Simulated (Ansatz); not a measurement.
Whose spectrum is this?

Method: Ansatz, PBE, independent particles, without spin-orbit coupling, line width 0.2 eV (Gaussian); metals get a typed carrier damping. The response is along the first axis of the cell.

```
E (eV)   Im ε
  0.50  33.91
  0.75  45.64
  1.00  35.85
  1.25  27.18
  1.50  23.95
  1.75  26.15
  2.00  24.33
  2.25  22.35
  2.50  22.28
  2.75  19.36
  3.00  14.96
  3.25  10.47
  3.50   8.08
  3.75   6.52
  4.00   6.36
  4.25   6.46
  4.50   6.33
  4.75   6.00
  5.00   6.48
  5.25   6.75
  5.50   6.57
  5.75   6.26
  6.00   6.25
  6.25   6.75
  6.50   6.96
  6.75   7.20
  7.00   7.04
  7.25   6.75
  7.50   6.80
  7.75   6.12
  8.00   4.82
```

**Question.** Which of these systems gave the spectrum?
A. TiAg2P2 (P-3m1)
B. MgHg2P2 (P-3m1)
C. GaP (F-43m)
D. BaTiO3 (P4/mmm)

**Answer.** A. TiAg2P2 (P-3m1): a metal, with a Drude term, main peak of the conductivity above 1 eV at 2.54 eV. The others: BaTiO3 (P4/mmm), least direct gap 1.91 eV, ε∞ = 6.85 along the first axis, strongest peak along the first axis at 4.13 eV; MgHg2P2 (P-3m1), a metal, with a Drude term, main peak of the conductivity above 1 eV at 4.11 eV; GaP (F-43m), least direct gap 1.83 eV, ε∞ = 10.90 along the first axis, strongest peak along the first axis at 4.48 eV.

Note: cells built here by substitution need not match a known phase.

[Logs are printed without paths, hosts, clocks, repeated set-up lines and the standing remarks that a program may print on its own settings, such as how far it seeks lower states.]
